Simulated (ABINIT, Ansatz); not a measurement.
# BiH3 (Pm-3m): zone-centre phonons, part 4 of 4

Which modes does BiH3 (Pm-3m) have at the zone centre?

ABINIT 10.8.3; DFT LDA, scalar-relativistic, plane waves, HGH norm-conserving pseudopotentials.

So far. Step 4 (Zone-centre response): The acoustic modes at Γ come out as far as 0.4 cm⁻¹ from zero, where they should vanish, a small numerical error. The lowest optical mode is imaginary, 1096i cm⁻¹, an instability at this level and on this k mesh. Step 5 (Zone-centre analysis): The rule moves no optical mode by more than 0.1 cm⁻¹. The relaxed cell has a = 4.119 Å (conventional setting).

The structure was built from a prototype and need not be the compound's stable phase.

## (6) Sum rules set otherwise (asr 0)

Without the rule the raw error of the acoustic modes shows.

anaddb.abi reads:

```
ddb_filepath "gamma_DDB"
output_file "anaddb.abo"
outdata_prefix "anaddb"
asr 0
chneut 0
enunit 2
eivec 1
nph1l 1
qph1l 0.0 0.0 0.0 1.0
```

mrgddb.in reads:

```
gamma_DDB
merged
2
dfpt_gammao_DDB
gso_DDB
```

On the command line:

```bash
$ mrgddb < mrgddb.in > mrgddb.log
$ OMP_NUM_THREADS=1 anaddb anaddb.abi > anaddb.log
```

anaddb.abo, the main output file:

```text
-outvars_anaddb: echo values of input variables ----------------------

 Miscellaneous information :
      enunit         2
       eivec         1
      chneut         0
 First list of wavevector (reduced coord.) :
       nph1l         1
       qph1l
                     0.00000000E+00  0.00000000E+00  0.00000000E+00    1.000E+00

================================================================================

 read the DDB information and perform some checks

  ==== Info on the Cryst% object ====
 Real(R)+Recip(G) space primitive vectors, cartesian coordinates (Bohr,Bohr^-1):
 R(1)=  7.7829304  0.0000000  0.0000000  G(1)=  0.1284863  0.0000000  0.0000000
 R(2)=  0.0000000  7.7829304  0.0000000  G(2)=  0.0000000  0.1284863  0.0000000
 R(3)=  0.0000000  0.0000000  7.7829304  G(3)=  0.0000000  0.0000000  0.1284863
 Unit cell volume ucvol=  4.7144327E+02 bohr^3
 Angles (23,13,12)=  9.00000000E+01  9.00000000E+01  9.00000000E+01 degrees
 Time-reversal symmetry is present
 Reduced atomic positions [iatom, xred, symbol]:
    1)    0.0000000  0.0000000  0.0000000  Bi
    2)    0.5000000  0.0000000  0.0000000   H
    3)    0.0000000  0.5000000  0.0000000   H
    4)    0.0000000  0.0000000  0.5000000   H

 DDB file with 3 blocks has been read.

================================================================================

 Treat the first list of vectors

  Phonon wavevector (reduced coordinates) :  0.00000  0.00000  0.00000
 Phonon energies in Hartree :
  -4.994053E-03 -4.994053E-03 -4.994053E-03 -1.629234E-06 -1.629233E-06
  -1.629229E-06  2.137052E-03  2.137052E-03  2.137052E-03  2.181224E-03
   2.181224E-03  2.181224E-03
 Phonon energies in meV     :
- -1.358951E+02 -1.358951E+02 -1.358951E+02 -4.433371E-02 -4.433368E-02
- -4.433359E-02  5.815216E+01  5.815216E+01  5.815216E+01  5.935414E+01
-  5.935414E+01  5.935414E+01
 Phonon frequencies in cm-1    :
- -1.096068E+03 -1.096068E+03 -1.096068E+03 -3.575755E-01 -3.575753E-01
- -3.575745E-01  4.690288E+02  4.690288E+02  4.690288E+02  4.787234E+02
-  4.787234E+02  4.787234E+02
 Phonon frequencies in Thz     :
- -3.285929E+01 -3.285929E+01 -3.285929E+01 -1.071984E-02 -1.071984E-02
- -1.071982E-02  1.406113E+01  1.406113E+01  1.406113E+01  1.435177E+01
-  1.435177E+01  1.435177E+01
 Phonon energies in Kelvin  :
- -1.576997E+03 -1.576997E+03 -1.576997E+03 -5.144714E-01 -5.144710E-01
- -5.144700E-01  6.748278E+02  6.748278E+02  6.748278E+02  6.887762E+02
-  6.887762E+02  6.887762E+02

 Eigendisplacements
 (will be given, for each mode : in cartesian coordinates
   for each atom the real part of the displacement vector,
   then the imaginary part of the displacement vector - absolute values smaller than 1.0d-7 are set to zero)
  Mode number    1   Energy   -4.994053E-03
 Attention : low frequency mode.
   (Could be unstable or acoustic mode)
-  1  1.13240823E-04  0.00000000E+00  0.00000000E+00
-     0.00000000E+00  0.00000000E+00  0.00000000E+00
-  2 -2.32718351E-02  0.00000000E+00  0.00000000E+00
-     0.00000000E+00  0.00000000E+00  0.00000000E+00
-  3 -1.03544817E-04  3.72782997E-07  0.00000000E+00
-     0.00000000E+00  0.00000000E+00  0.00000000E+00
-  4 -1.03544817E-04  0.00000000E+00  0.00000000E+00
-     0.00000000E+00  0.00000000E+00  0.00000000E+00
  Mode number    2   Energy   -4.994053E-03
 Attention : low frequency mode.
   (Could be unstable or acoustic mode)
-  1  0.00000000E+00  1.13240823E-04  0.00000000E+00
-     0.00000000E+00  0.00000000E+00  0.00000000E+00
-  2 -3.72782997E-07 -1.03544817E-04  0.00000000E+00
-     0.00000000E+00  0.00000000E+00  0.00000000E+00
-  3  0.00000000E+00 -2.32718351E-02  0.00000000E+00
-     0.00000000E+00  0.00000000E+00  0.00000000E+00
-  4  0.00000000E+00 -1.03544817E-04  0.00000000E+00
-     0.00000000E+00  0.00000000E+00  0.00000000E+00
  Mode number    3   Energy   -4.994053E-03
 Attention : low frequency mode.
   (Could be unstable or acoustic mode)
-  1  0.00000000E+00  0.00000000E+00  1.13240823E-04
-     0.00000000E+00  0.00000000E+00  0.00000000E+00
-  2  0.00000000E+00  0.00000000E+00 -1.03544817E-04
-     0.00000000E+00  0.00000000E+00  0.00000000E+00
-  3  0.00000000E+00  0.00000000E+00 -1.03544817E-04
-     0.00000000E+00  0.00000000E+00  0.00000000E+00
-  4  0.00000000E+00  0.00000000E+00 -2.32718351E-02
-     0.00000000E+00  0.00000000E+00  0.00000000E+00
  Mode number    4   Energy   -1.629234E-06
 Attention : low frequency mode.
   (Could be unstable or acoustic mode)
-  1  0.00000000E+00  0.00000000E+00  1.60859800E-03
-     0.00000000E+00  0.00000000E+00  0.00000000E+00
-  2  0.00000000E+00  0.00000000E+00  1.60868493E-03
-     0.00000000E+00  0.00000000E+00  0.00000000E+00
-  3  0.00000000E+00  0.00000000E+00  1.60868493E-03
-     0.00000000E+00  0.00000000E+00  0.00000000E+00
-  4  0.00000000E+00  0.00000000E+00  1.60858089E-03
-     0.00000000E+00  0.00000000E+00  0.00000000E+00
  Mode number    5   Energy   -1.629233E-06
 Attention : low frequency mode.
   (Could be unstable or acoustic mode)
-  1  3.04474818E-07 -1.60859798E-03  0.00000000E+00
-     0.00000000E+00  0.00000000E+00  0.00000000E+00
-  2  3.04471578E-07 -1.60868490E-03  0.00000000E+00
-     0.00000000E+00  0.00000000E+00  0.00000000E+00
-  3  3.04491271E-07 -1.60858086E-03  0.00000000E+00
-     0.00000000E+00  0.00000000E+00  0.00000000E+00
-  4  3.04491271E-07 -1.60868490E-03  0.00000000E+00
-     0.00000000E+00  0.00000000E+00  0.00000000E+00
  Mode number    6   Energy   -1.629229E-06
 Attention : low frequency mode.
   (Could be unstable or acoustic mode)
-  1  1.60859798E-03  3.04474807E-07  0.00000000E+00
-     0.00000000E+00  0.00000000E+00  0.00000000E+00
-  2  1.60858086E-03  3.04491260E-07  0.00000000E+00
-     0.00000000E+00  0.00000000E+00  0.00000000E+00
-  3  1.60868490E-03  3.04471567E-07  0.00000000E+00
-     0.00000000E+00  0.00000000E+00  0.00000000E+00
-  4  1.60868490E-03  3.04491260E-07  0.00000000E+00
-     0.00000000E+00  0.00000000E+00  0.00000000E+00
  Mode number    7   Energy    2.137052E-03
-  1  0.00000000E+00  0.00000000E+00  0.00000000E+00
-     0.00000000E+00  0.00000000E+00  0.00000000E+00
-  2  0.00000000E+00  1.53452399E-07  1.64963402E-02
-     0.00000000E+00  0.00000000E+00  0.00000000E+00
-  3  2.58137182E-06  0.00000000E+00 -1.64963402E-02
-     0.00000000E+00  0.00000000E+00  0.00000000E+00
-  4 -2.58137182E-06 -1.53452399E-07  0.00000000E+00
-     0.00000000E+00  0.00000000E+00  0.00000000E+00
  Mode number    8   Energy    2.137052E-03
-  1  0.00000000E+00  0.00000000E+00  0.00000000E+00
-     0.00000000E+00  0.00000000E+00  0.00000000E+00
-  2  0.00000000E+00  1.64963404E-02 -1.53322318E-07
-     0.00000000E+00  0.00000000E+00  0.00000000E+00
-  3 -8.31300336E-07  0.00000000E+00  1.53322318E-07
-     0.00000000E+00  0.00000000E+00  0.00000000E+00
-  4  8.31300336E-07 -1.64963404E-02  0.00000000E+00
-     0.00000000E+00  0.00000000E+00  0.00000000E+00
  Mode number    9   Energy    2.137052E-03
-  1  0.00000000E+00  0.00000000E+00  0.00000000E+00
-     0.00000000E+00  0.00000000E+00  0.00000000E+00
-  2  0.00000000E+00  8.31276334E-07 -2.58137955E-06
-     0.00000000E+00  0.00000000E+00  0.00000000E+00
-  3  1.64963402E-02  0.00000000E+00  2.58137955E-06
-     0.00000000E+00  0.00000000E+00  0.00000000E+00
-  4 -1.64963402E-02 -8.31276334E-07  0.00000000E+00
-     0.00000000E+00  0.00000000E+00  0.00000000E+00
  Mode number   10   Energy    2.181224E-03
-  1  0.00000000E+00  0.00000000E+00  1.56906916E-04
-     0.00000000E+00  0.00000000E+00  0.00000000E+00
-  2  0.00000000E+00  0.00000000E+00 -1.64173889E-02
-     0.00000000E+00  0.00000000E+00  0.00000000E+00
-  3 -4.34833297E-07  0.00000000E+00 -1.64173889E-02
-     0.00000000E+00  0.00000000E+00  0.00000000E+00
-  4 -4.34833297E-07  0.00000000E+00  3.04395404E-04
-     0.00000000E+00  0.00000000E+00  0.00000000E+00
  Mode number   11   Energy    2.181224E-03
-  1  0.00000000E+00  1.56906916E-04  0.00000000E+00
-     0.00000000E+00  0.00000000E+00  0.00000000E+00
-  2  0.00000000E+00 -1.64173889E-02  0.00000000E+00
-     0.00000000E+00  0.00000000E+00  0.00000000E+00
-  3 -4.22971430E-07  3.04395404E-04  0.00000000E+00
-     0.00000000E+00  0.00000000E+00  0.00000000E+00
-  4 -4.22971430E-07 -1.64173889E-02  0.00000000E+00
-     0.00000000E+00  0.00000000E+00  0.00000000E+00
  Mode number   12   Energy    2.181224E-03
-  1  1.56906916E-04  0.00000000E+00  0.00000000E+00
-     0.00000000E+00  0.00000000E+00  0.00000000E+00
-  2  3.04395404E-04  4.22973866E-07  4.34830928E-07
-     0.00000000E+00  0.00000000E+00  0.00000000E+00
-  3 -1.64173889E-02  0.00000000E+00  4.34830928E-07
-     0.00000000E+00  0.00000000E+00  0.00000000E+00
-  4 -1.64173889E-02  4.22973866E-07  0.00000000E+00
-     0.00000000E+00  0.00000000E+00  0.00000000E+00

 Analysis of degeneracies and characters (maximum tolerance=1.00E-06 a.u.)
 For each vibration mode, or group of modes if degenerate,
 the characters are given for each symmetry operation (see the list in the log file).
 Symmetry characters of vibration mode #   1
       degenerate with vibration modes #   2 to    3
  3.0 -3.0 -1.0  1.0 -1.0  1.0 -1.0  1.0  1.0 -1.0 -1.0  1.0  1.0 -1.0 -1.0  1.0
 -0.0  0.0 -0.0  0.0  0.0 -0.0  0.0 -0.0  1.0 -1.0 -1.0  1.0 -1.0  1.0  1.0 -1.0
 -0.0  0.0  0.0 -0.0  0.0 -0.0 -0.0  0.0  1.0 -1.0  1.0 -1.0 -1.0  1.0 -1.0  1.0
 Symmetry characters of vibration mode #   4
       degenerate with vibration modes #   5 to    6
  3.0 -3.0 -1.0  1.0 -1.0  1.0 -1.0  1.0  1.0 -1.0 -1.0  1.0  1.0 -1.0 -1.0  1.0
 -0.0  0.0 -0.0  0.0  0.0 -0.0  0.0 -0.0  1.0 -1.0 -1.0  1.0 -1.0  1.0  1.0 -1.0
 -0.0  0.0  0.0 -0.0  0.0 -0.0 -0.0  0.0  1.0 -1.0  1.0 -1.0 -1.0  1.0 -1.0  1.0
 Symmetry characters of vibration mode #   7
       degenerate with vibration modes #   8 to    9
  3.0 -3.0 -1.0  1.0 -1.0  1.0 -1.0  1.0 -1.0  1.0  1.0 -1.0 -1.0  1.0  1.0 -1.0
 -0.0  0.0  0.0 -0.0  0.0 -0.0 -0.0  0.0 -1.0  1.0  1.0 -1.0  1.0 -1.0 -1.0  1.0
 -0.0  0.0  0.0 -0.0 -0.0  0.0  0.0 -0.0 -1.0  1.0 -1.0  1.0  1.0 -1.0  1.0 -1.0
 Symmetry characters of vibration mode #  10
       degenerate with vibration modes #  11 to   12
  3.0 -3.0 -1.0  1.0 -1.0  1.0 -1.0  1.0  1.0 -1.0 -1.0  1.0  1.0 -1.0 -1.0  1.0
  0.0 -0.0 -0.0  0.0 -0.0  0.0  0.0 -0.0  1.0 -1.0 -1.0  1.0 -1.0  1.0  1.0 -1.0
  0.0 -0.0 -0.0  0.0  0.0 -0.0 -0.0  0.0  1.0 -1.0  1.0 -1.0 -1.0  1.0 -1.0  1.0
-
```

Elapsed: 0.71 s, on 1 thread of Intel Xeon at 2.70GHz, shared host.

Zone-centre frequencies as printed; negative means imaginary. Modes:

```
mode  frequency (cm⁻¹)
   1             -1096
   2             -1096
   3             -1096
   4             -0.36
   5             -0.36
   6             -0.36
   7               469
   8               469
   9               469
  10             478.7
  11             478.7
  12             478.7
```

## (7) Results

| Property | Result |
| --- | --- |
| space group after relaxation | Pm-3m |
| volume per atom | 17.5 Å³ |
| highest optical zone-centre mode (no LO-TO term) | 478.7 cm⁻¹ |
| lowest optical zone-centre mode | -1096 cm⁻¹ |
| imaginary optical modes at the zone centre (no q mesh in this session) | yes |

In words: At the LDA level the optical modes of BiH3 (Pm-3m) at the zone centre run from 1096i to 479 cm⁻¹, so the structure is a saddle point, with 3 modes beyond 10i cm⁻¹ there. The base run prints -0.40 GPa, mostly the error of a finite basis; the relaxation, with a smoothed and higher cutoff, had brought the cell to rest. These are harmonic frequencies: anharmonic shifts and widths and the lattice's thermal expansion are left out. The Fermi-Dirac smearing of 0.01 Ha is an electronic temperature of 3158 K, which adds a pressure of its own and can shift the volume and soft modes. Spin-orbit coupling is left out, which can matter for the heavy elements here. The HGH files keep few electrons and have no core correction, which is cheap but rough for Bi. In a metal the frequencies hang on the k mesh and the smearing, most of all near Kohn anomalies. The structure is a hypothetical one, built on a prototype.

[Host names and launcher messages were left out of these logs when they were recorded.]

[Logs are printed without paths, hosts, clocks, repeated set-up lines and the standing remarks that a program may print on its own settings, such as how far it seeks lower states.]

[Hosts, paths, dates, database ids (printed as entryN), source tags and the programs' standing remarks are cut or masked in the printed files.]
